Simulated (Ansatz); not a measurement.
# Y on Rh(111): change of the work function

Aim: the work function of Rh(111) at several coverages of Y (fcc site), and the dipole that each adsorbate carries.

Program: Ansatz 0.2.0. Level of theory: plane-wave DFT, PBE, Ansatz PAW. Values are calculated unless marked as measured.

**1. The starting structure**

The cell holds 4 atoms: 4 Rh. Its edges and angles: a = 2.687 Å, b = 2.687 Å, c = 24.582 Å, α = 90.0°, β = 90.0°, γ = 60.0°. Vacuum lies along c.

**2. The clean slab**

The bare slab comes first, as the zero from which every change is counted. The two lowest layers are held at bulk places and the upper ones relax. The dipole correction removes the false field that a one-sided slab makes across the periodic vacuum, so each face gets a flat vacuum level of its own.

input.yaml reads:

```yaml
crystal:
  lattice:
    - [2.6870057685, 0.0, 0.0]
    - [1.3435028843, 2.3270152556, 0.0]
    - [0.0, 0.0, 24.5817930688]
  atoms:
    - { symbol: Rh, position: [0.0, 0.0, 0.3661246344] }
    - { symbol: Rh, position: [0.3333333333, 0.3333333333, 0.4553748781] }
    - { symbol: Rh, position: [0.6666666667, 0.6666666667, 0.5446251219] }
    - { symbol: Rh, position: [0.0, 0.0, 0.6338753656] }
kpoints:
  mp_grid: { grid: [12, 12, 1] }
hamiltonian:
  xc: pbe
scf:
  occupations: { method: fermi_dirac, width: 0.1 }
  convergence: { dr2_threshold: 1.0e-08 }
efield:
  axis: 3
  dipole_correction: true
  ramp_position: 0.97
  ramp_width: 0.06
relax:
  f_tol: 0.02
  max_steps: 60
  constraints: [{ sites: [0, 1] }]
output:
  write_potential: true
  write_density: true
  volumetric_format: npy
```

Run with:

```bash
$ ansatz run input.yaml --threads 4 --pin off --max-ram 16384MiB --backend cpu --events-out ev --progress --plain --runs-dir out
```

The program printed:

```text
Engine: ansatz 0.2.0, aarch64-unknown-linux-gnu
Pseudopotentials: kind: paw
Pseudopotential: Rh, paw, valence charge 17, recommended cutoff 420 eV (normal), Rh.paw.azcp
Functional definition: PBE
  parameter kappa = 0.804
  parameter beta = 0.066725
  exchange = pbe_x(kappa = kappa, mu = beta*pi^2/3)
  correlation = pbe_c(beta = beta)
Crystal: 4 atoms, lattice volume = 153.703 Å³
Basis set: ecut = 420 eV, 3065 PW (Γ), exchange–correlation on 36×36×360 points (8 copies of the dense FFT grid, shifted against one another)
Bands: 41, of which v1, the nominal top of the filled ones, is band 34 counted from 1 (33 counted from 0)
Symmetry: 6 space group operations
k-points: 19 of 144 (time reversal used)
Non-local potential: Rh, projectors of the file, l = 0: 3, l = 1: 2, l = 2: 2, l = 3: 1
PAW form: soft (Blöchl's): semilocal exchange-correlation on the pseudo side does not see the compensation charge
PAW one-centre angular grid: Rh, 590 points (default); XC on 64 Gauss nodes
Initial density: superposition of atomic densities (neutral atoms: chi_scale 0, normalization atom), corrected by the library's trained network
Initial wavefunctions: pseudopotential atomic-orbital guess
Functional: x = pbe(κ = 0.804, μ = 0.219515), c = pbe(β = 0.066725)
SCF iter   1: F=—  HF=-25610.048058 eV  |F-HF|=—  |Δ(HF+E_count)|=         —  Δρ=3.00e-3  dr2=7.23e-3  ethr=1.77e-3  p=-0.000 e·Å  D=-1.92e-14 V/Å  ΔV_dip=0.00 eV  dr2_dipole=1.99e-7  V_vac-E_F(+/−)=4.98/4.98 eV  ⟨swp⟩=8.3  Hψ=3723  notcnv=0  defer=3
efield: sawtooth ramp at fractional position 0.9700 (set: `efield.ramp_position`, or a place that a band, a saddle search or an elastic batch's reference lends), width 0.0600; the density the first Hamiltonian is built on has a dipole p = -0.000 e·Å; the dipole correction subtracts the counter field D = -1.92e-14 V/Å, which shifts the + side's vacuum level by +0.00 eV against the − side's; the planar-averaged density in the ramp window peaks in size at 3.7e-6 e/Å³
preconditioner: auto → LDOS  [metal: Δε(μ)=0.005 eV  Ē_g=5.586 eV  σ=0.100 eV  W_gap=0.01  n_scr=18 (ndim 8)  ℏωp=18.0 eV  f_vac=0.588  D(μ)=6.30/eV (n_scr^D=38)  β→1.0]
SCF iter   2: F=—  HF=-25610.050255 eV  |F-HF|=—  |Δ(HF+E_count)|=   2.20e-3  Δρ=1.42e-3  dr2=2.83e-3  ethr=1.06e-5  p=0.000 e·Å  D=2.16e-5 V/Å  ΔV_dip=-0.00 eV  dr2_dipole=2.84e-7  V_vac-E_F(+/−)=5.18/5.18 eV  ⟨swp⟩=3.2  Hψ=1977  notcnv=0  defer=5
SCF iter   3: F=—  HF=-25610.049790 eV  |F-HF|=—  |Δ(HF+E_count)|=   4.66e-4  Δρ=6.39e-4  dr2=1.01e-3  ethr=4.16e-6  p=0.000 e·Å  D=7.89e-6 V/Å  ΔV_dip=-0.00 eV  dr2_dipole=2.56e-8  V_vac-E_F(+/−)=5.16/5.16 eV  ⟨swp⟩=3.1  Hψ=1662  notcnv=0  defer=5
SCF iter   4: F=—  HF=-25610.049607 eV  |F-HF|=—  |Δ(HF+E_count)|=   1.82e-4  Δρ=2.42e-4  dr2=8.22e-5  ethr=1.49e-6  p=0.000 e·Å  D=4.71e-6 V/Å  ΔV_dip=-0.00 eV  dr2_dipole=6.13e-10  V_vac-E_F(+/−)=5.17/5.17 eV  ⟨swp⟩=2.0  Hψ=1119  notcnv=0  defer=5
SCF iter   5: F=—  HF=-25610.049591 eV  |F-HF|=—  |Δ(HF+E_count)|=   1.68e-5  Δρ=6.97e-5  dr2=8.06e-6  ethr=1.21e-7  p=0.000 e·Å  D=3.22e-6 V/Å  ΔV_dip=-0.00 eV  dr2_dipole=2.45e-10  V_vac-E_F(+/−)=5.17/5.17 eV  ⟨swp⟩=2.5  Hψ=1423  notcnv=0  defer=5
SCF iter   6: F=—  HF=-25610.049590 eV  |F-HF|=—  |Δ(HF+E_count)|=   6.64e-7  Δρ=1.34e-5  dr2=5.18e-7  ethr=1.18e-8  p=0.000 e·Å  D=1.21e-6 V/Å  ΔV_dip=-0.00 eV  dr2_dipole=9.29e-12  V_vac-E_F(+/−)=5.17/5.17 eV  ⟨swp⟩=2.1  Hψ=1270  notcnv=0  defer=5
SCF iter   7: F=—  HF=-25610.049590 eV  |F-HF|=—  |Δ(HF+E_count)|=   2.79e-7  Δρ=5.14e-6  dr2=1.23e-7  ethr=7.62e-10  p=0.000 e·Å  D=5.79e-7 V/Å  ΔV_dip=-0.00 eV  dr2_dipole=1.73e-12  V_vac-E_F(+/−)=5.17/5.17 eV  ⟨swp⟩=3.3  Hψ=1732  notcnv=0  defer=5
SCF iter   8: F=—  HF=-25610.049590 eV  |F-HF|=—  |Δ(HF+E_count)|=   5.12e-8  Δρ=1.84e-6  dr2=1.43e-8  ethr=1.82e-10  p=0.000 e·Å  D=2.16e-7 V/Å  ΔV_dip=-0.00 eV  dr2_dipole=2.19e-13  V_vac-E_F(+/−)=5.17/5.17 eV  ⟨swp⟩=2.2  Hψ=975  notcnv=0  defer=5
SCF iter   9: F=-25610.049590 eV  HF=-25610.049590 eV  |F-HF|=2.91e-9  |Δ(HF+E_count)|=   5.47e-9  Δρ=5.56e-7  dr2=7.73e-10  ethr=1.47e-11  p=0.000 e·Å  D=8.59e-8 V/Å  ΔV_dip=-0.00 eV  dr2_dipole=7.15e-13  V_vac-E_F(+/−)=5.17/5.17 eV  ⟨swp⟩=9.8  Hψ=5462  notcnv=0
SCF 1 converged in 9 iterations: F = -25610.049590 eV  dr2 = 7.73e-10
  greatest PAW one-centre occupation: 1.000 electrons in one spin orbital (limit 2), on the Rh atom at site 2 (counted from 0), in its partial waves of l = 0
relax step   1: F+E_penalty+E_count = -25610.04959025 eV  Δ(F+E_penalty+E_count) = +0.000e0 eV  max|allowed force component| = 3.499e-2 eV/Å  Δτ_max = 0.0000 Å  (9 SCF iters, accepted)
Initial density: handed on by an earlier stage of this run
Initial wavefunctions: those handed on with the density
iter 1 solved again at ethr=2.02e-5 eV; its pass at ethr=3.10e-3 eV (dr2=1.37e-2 eV) is discarded
SCF iter   1: F=—  HF=-25610.049956 eV  |F-HF|=—  |Δ(HF+E_count)|=         —  Δρ=1.41e-3  dr2=1.32e-2  ethr=2.02e-5  p=-0.000 e·Å  D=-1.72e-8 V/Å  ΔV_dip=0.00 eV  dr2_dipole=4.55e-3  V_vac-E_F(+/−)=5.17/5.17 eV  ⟨swp⟩=1.3  Hψ=2099  notcnv=0  defer=5
efield: sawtooth ramp at fractional position 0.9700 (set: `efield.ramp_position`, or a place that a band, a saddle search or an elastic batch's reference lends), width 0.0600; the density the first Hamiltonian is built on has a dipole p = -0.000 e·Å; the dipole correction subtracts the counter field D = -1.72e-8 V/Å, which shifts the + side's vacuum level by +0.00 eV against the − side's; the planar-averaged density in the ramp window peaks in size at 1.1e-6 e/Å³
preconditioner: auto → LDOS  [metal: Δε(μ)=0.011 eV  Ē_g=5.583 eV  σ=0.100 eV  W_gap=0.03  n_scr=18 (ndim 8)  ℏωp=18.0 eV  f_vac=0.589  D(μ)=6.28/eV (n_scr^D=38)  β→1.0]
SCF iter   2: F=—  HF=-25610.049812 eV  |F-HF|=—  |Δ(HF+E_count)|=   1.45e-4  Δρ=5.73e-4  dr2=4.48e-4  ethr=1.95e-5  p=-0.000 e·Å  D=-7.30e-5 V/Å  ΔV_dip=0.00 eV  dr2_dipole=6.02e-5  V_vac-E_F(+/−)=5.17/5.17 eV  ⟨swp⟩=1.3  Hψ=785  notcnv=0  defer=5
SCF iter   3: F=—  HF=-25610.049720 eV  |F-HF|=—  |Δ(HF+E_count)|=   9.20e-5  Δρ=3.44e-4  dr2=2.78e-4  ethr=6.58e-7  p=0.000 e·Å  D=3.36e-4 V/Å  ΔV_dip=-0.01 eV  dr2_dipole=5.68e-5  V_vac-E_F(+/−)=5.16/5.17 eV  ⟨swp⟩=3.8  Hψ=1937  notcnv=0  defer=5
SCF iter   4: F=—  HF=-25610.049680 eV  |F-HF|=—  |Δ(HF+E_count)|=   4.00e-5  Δρ=4.06e-5  dr2=4.97e-6  ethr=4.09e-7  p=0.000 e·Å  D=1.14e-4 V/Å  ΔV_dip=-0.00 eV  dr2_dipole=1.06e-8  V_vac-E_F(+/−)=5.17/5.17 eV  ⟨swp⟩=2.0  Hψ=1120  notcnv=0  defer=5
SCF iter   5: F=—  HF=-25610.049673 eV  |F-HF|=—  |Δ(HF+E_count)|=   6.23e-6  Δρ=1.60e-5  dr2=7.23e-7  ethr=7.30e-9  p=0.000 e·Å  D=1.16e-4 V/Å  ΔV_dip=-0.00 eV  dr2_dipole=1.40e-8  V_vac-E_F(+/−)=5.17/5.17 eV  ⟨swp⟩=3.6  Hψ=1778  notcnv=0  defer=5
SCF iter   6: F=—  HF=-25610.049674 eV  |F-HF|=—  |Δ(HF+E_count)|=   4.90e-7  Δρ=5.88e-6  dr2=1.11e-7  ethr=1.06e-9  p=0.000 e·Å  D=1.19e-4 V/Å  ΔV_dip=-0.00 eV  dr2_dipole=8.70e-9  V_vac-E_F(+/−)=5.17/5.17 eV  ⟨swp⟩=2.1  Hψ=1053  notcnv=0  defer=5
SCF iter   7: F=-25610.049674 eV  HF=-25610.049674 eV  |F-HF|=3.74e-8  |Δ(HF+E_count)|=   1.26e-7  Δρ=1.67e-6  dr2=5.94e-9  ethr=1.47e-11  p=0.000 e·Å  D=1.18e-4 V/Å  ΔV_dip=-0.00 eV  dr2_dipole=2.05e-11  V_vac-E_F(+/−)=5.17/5.17 eV  ⟨swp⟩=8.8  Hψ=6148  notcnv=0
SCF 2 converged in 7 iterations: F = -25610.049674 eV  dr2 = 5.94e-9
relax step   2: F+E_penalty+E_count = -25610.04967410 eV  Δ(F+E_penalty+E_count) = -8.384e-5 eV  max|allowed force component| = 2.244e-2 eV/Å  Δτ_max = 0.0127 Å  (7 SCF iters, accepted)
SCF iter   1: F=—  HF=-25610.049763 eV  |F-HF|=—  |Δ(HF+E_count)|=         —  Δρ=5.17e-4  dr2=1.81e-3  ethr=2.64e-5  p=0.000 e·Å  D=1.18e-4 V/Å  ΔV_dip=-0.00 eV  dr2_dipole=6.21e-4  V_vac-E_F(+/−)=5.17/5.17 eV  ⟨swp⟩=2.1  Hψ=1238  notcnv=0  defer=5
efield: sawtooth ramp at fractional position 0.9700 (set: `efield.ramp_position`, or a place that a band, a saddle search or an elastic batch's reference lends), width 0.0600; the density the first Hamiltonian is built on has a dipole p = 0.000 e·Å; the dipole correction subtracts the counter field D = 1.18e-4 V/Å, which shifts the + side's vacuum level by -0.00 eV against the − side's; the planar-averaged density in the ramp window peaks in size at 9.0e-7 e/Å³
preconditioner: auto → LDOS  [metal: Δε(μ)=0.011 eV  Ē_g=5.578 eV  σ=0.100 eV  W_gap=0.03  n_scr=18 (ndim 8)  ℏωp=18.0 eV  f_vac=0.589  D(μ)=6.28/eV (n_scr^D=38)  β→1.0]
SCF iter   2: F=—  HF=-25610.049743 eV  |F-HF|=—  |Δ(HF+E_count)|=   2.08e-5  Δρ=1.96e-4  dr2=5.12e-5  ethr=2.66e-6  p=0.000 e·Å  D=1.57e-4 V/Å  ΔV_dip=-0.00 eV  dr2_dipole=7.88e-6  V_vac-E_F(+/−)=5.17/5.17 eV  ⟨swp⟩=1.2  Hψ=936  notcnv=0  defer=5
SCF iter   3: F=—  HF=-25610.049729 eV  |F-HF|=—  |Δ(HF+E_count)|=   1.37e-5  Δρ=1.13e-4  dr2=3.33e-5  ethr=7.53e-8  p=0.000 e·Å  D=2.72e-6 V/Å  ΔV_dip=-0.00 eV  dr2_dipole=7.51e-6  V_vac-E_F(+/−)=5.17/5.17 eV  ⟨swp⟩=3.4  Hψ=1737  notcnv=0  defer=5
SCF iter   4: F=—  HF=-25610.049724 eV  |F-HF|=—  |Δ(HF+E_count)|=   4.52e-6  Δρ=1.39e-5  dr2=6.45e-7  ethr=4.89e-8  p=0.000 e·Å  D=7.60e-5 V/Å  ΔV_dip=-0.00 eV  dr2_dipole=1.24e-8  V_vac-E_F(+/−)=5.17/5.17 eV  ⟨swp⟩=2.0  Hψ=1111  notcnv=0  defer=5
SCF iter   5: F=—  HF=-25610.049722 eV  |F-HF|=—  |Δ(HF+E_count)|=   2.95e-6  Δρ=5.64e-6  dr2=9.33e-8  ethr=9.48e-10  p=0.000 e·Å  D=7.48e-5 V/Å  ΔV_dip=-0.00 eV  dr2_dipole=3.73e-9  V_vac-E_F(+/−)=5.17/5.17 eV  ⟨swp⟩=3.6  Hψ=1645  notcnv=0  defer=5
SCF iter   6: F=—  HF=-25610.049722 eV  |F-HF|=—  |Δ(HF+E_count)|=   1.30e-7  Δρ=1.95e-6  dr2=1.17e-8  ethr=1.37e-10  p=0.000 e·Å  D=7.30e-5 V/Å  ΔV_dip=-0.00 eV  dr2_dipole=7.61e-10  V_vac-E_F(+/−)=5.17/5.17 eV  ⟨swp⟩=2.2  Hψ=1093  notcnv=0  defer=5
SCF iter   7: F=-25610.049722 eV  HF=-25610.049722 eV  |F-HF|=9.63e-9  |Δ(HF+E_count)|=   1.96e-8  Δρ=6.17e-7  dr2=1.05e-9  ethr=1.47e-11  p=0.000 e·Å  D=7.30e-5 V/Å  ΔV_dip=-0.00 eV  dr2_dipole=6.42e-13  V_vac-E_F(+/−)=5.17/5.17 eV  ⟨swp⟩=9.8  Hψ=5444  notcnv=0
SCF 3 converged in 7 iterations: F = -25610.049722 eV  dr2 = 1.05e-9
relax step   3: F+E_penalty+E_count = -25610.04972167 eV  Δ(F+E_penalty+E_count) = -4.757e-5 eV  max|allowed force component| = 3.975e-4 eV/Å  Δτ_max = 0.0047 Å  (7 SCF iters, accepted)
NSCF: frozen V_eff on 19 k-points
the band table was solved once a step of the walk had ended and its energy, with any forces and stress, was formed, with the checks that follow a solve (3909 applications of the Hamiltonian). They found nothing against the state; the energy, forces and stress were not computed again (output.eigenvalues in the input reference)
WARN: The output density's exchange-correlation potential varies sharply where the density is thin. Do not read a vacuum level from v_tot or v_xc, or from such a field of the output density. On a cell that repeats whose density bears no net charge and no dipole along the vacuum's axis use v_es (v_loc + v_h of the components); under efield.dipole_correction with no amplitude use v_es + v_field, which holds any externa [...]
SCF converged after 7 iterations
Free energy (F): -25610.049722 eV
Harris-Foulkes:  -25610.049722 eV  (|F-HF|=9.63e-9)
Internal energy: -25609.837670 eV  (E = F + TS)
E sigma→0 (E₀):  -25609.943696 eV
Entropy (-TS):   -0.212052 eV (-53.013 meV/atom)
Fermi energy:    4.706112 eV
Dipole field:    D = 0.000072 V/Å  (p = 0.000061 e·Å, saw-weighted, corrected)
Work function:   Φ+ = 5.1674 eV   Φ− = 5.1692 eV
Levels:          The Fermi level and band energies are counted from a zero that moves with the ramp; work functions are not
--- Per-component energies (eV) ---
  E_band       = -1526.571688
  E_kinetic    = 2290.090185
  E_local      = -122491.003598  (includes V_loc(G=0)·N_el)
  E_nonlocal   = 1421.302643
  E_hartree    = 59724.727791
  E_xc         = -884.908045
  E_vxc        = -1110.509521  (∫ρ·V_xc dr)
  E_paw        = -14348.611587  (= ΣΔE_a)
  E_vpaw       = -1085.912723  (= ΣTr[D̂ρ^β])
  E_aug_tail   = 0.003404  (compensation charges beyond the density's cutoff)
  E_efield     = 0.000000  (sawtooth field / dipole correction)
  E_vefield    = 0.000014  (∫n·V_field dr)
  E_ewald      = 48678.561538
  E_smearing   = -0.212052  (= −TS)
  E_closure    = -0.000000  (closes the sum)
  Σ components = -25610.049722   (vs F -25610.049722, Δ=0.00e0)
--- Forces (eV/Å), atoms counted from 1 ---
  atom   1  Rh    -0.00000000     0.00000000     0.03097946
  atom   2  Rh    -0.00000000    -0.00000000    -0.03084720
  atom   3  Rh    -0.00000000     0.00000000    -0.00039750
  atom   4  Rh     0.00000000    -0.00000000     0.00027289
  max |Σ_I F_I| component: 7.64e-6 eV/Å
--- Band table (eV; the first three rows and the last of 19) ---
  k-point 0: bands = [... 30 lower, 2.7526, 3.6994, 3.6994, 3.9980, 3.9980, 4.7099, 4.7099, 4.8205, ... 3 higher]
  k-point 1: bands = [... 30 lower, 2.5536, 3.5756, 3.5774, 3.8488, 4.0260, 4.1381, 4.5315, 4.7073, ... 3 higher]
  k-point 2: bands = [... 30 lower, 2.9651, 3.0842, 3.3252, 3.5013, 3.8110, 4.0323, 4.6964, 5.0882, ... 3 higher]
  k-point 18: bands = [... 30 lower, 3.6443, 3.6486, 4.5244, 4.8653, 4.9521, 4.9529, 11.6585, 11.8523, ... 3 higher]
--- Relaxed structure (3 steps of the walk, 3 accepted, 0 SCFs on fresh bases) ---
  F+E_penalty+E_count = -25610.04972167 eV   max|allowed force component| = 3.975e-4 eV/Å
  atoms:
    - { symbol: Rh, position: [0.0, 0.0, 0.3661246344] }
    - { symbol: Rh, position: [0.333333, 0.333333, 0.455375] }
    - { symbol: Rh, position: [0.666667, 0.666667, 0.544472] }
    - { symbol: Rh, position: [0, 0, 0.633551] }
```

Run time: 9.2 s. Hardware: 4 threads of Arm Neoverse V1, shared host; peak memory 0.46 GiB; 35 s of CPU time.

Reading the cycles: dr2 is the Hartree energy of the density residual (eV), the measure of convergence; HF is the Harris–Foulkes estimate of the energy, which meets the free energy F at convergence.

Step by step:

| step | energy less that of the first step (eV) | largest force component (eV/Å) |
| --- | --- | --- |
| 1 | 0.0000 | 0.0350 |
| 2 | -0.0001 | 0.0224 |
| 3 | -0.0001 | 0.0004 |

The run keeps the 6 symmetry operations that the program found, so distortions that break them were not tested.

The relaxed structure:

```xyz
4
Lattice="2.6870 0.0000 0.0000 1.3435 2.3270 0.0000 0.0000 0.0000 24.5818" Properties=species:S:1:pos:R:3
Rh    0.0000    0.0000    9.0000
Rh    1.3435    0.7757   11.1939
Rh    2.6870    1.5513   13.3841
Rh    0.0000    0.0000   15.5738
```

Read from the output:

- energy at zero smearing: -25609.9437 eV
- work function, upper face: 5.167 eV
- dipole along the normal: 6.10e-5 e·Å

Running mean over 2.194 Å of the planar mean; the ramp of the sawtooth is left out. Table of electron's electrostatic potential energy less the Fermi level by z:

| z (Å) | electron's electrostatic potential energy less the Fermi level (eV) |
| --- | --- |
| 4 | 5.17 |
| 5 | 5.16 |
| 6 | 5.10 |
| 7 | 4.16 |
| 8 | -5.57 |
| 9 | -12.7 |
| 10 | -13.1 |
| 11 | -13.2 |
| 12 | -13.3 |
| 13 | -13.3 |
| 14 | -13.2 |
| 15 | -13.0 |
| 16 | -11.5 |
| 17 | 0.143 |
| 18 | 4.85 |
| 19 | 5.14 |
| 20 | 5.17 |
| 21 | 5.17 |

The relaxation took 3 steps and lowered the energy by 1.3e-4 eV; the largest force on the free atoms ends at 4.0e-4 eV/Å.

The work function of the upper face is 5.17 eV.

(Continued in part 2 of 3.)

[Long decimals in the printed logs are rounded to 6 places.]

[Logs are printed without paths, hosts, clocks, repeated set-up lines and the standing remarks that a program may print on its own settings, such as how far it seeks lower states.]

[Hosts, paths, dates, database ids (printed as entryN), source tags and the programs' standing remarks are cut or masked in the printed files.]

[Maps of the electrostatic potential energy from Ansatz leave out the sawtooth potential of an applied field or a dipole correction, so their vacuum need not be flat; planar profiles and work functions include it.]
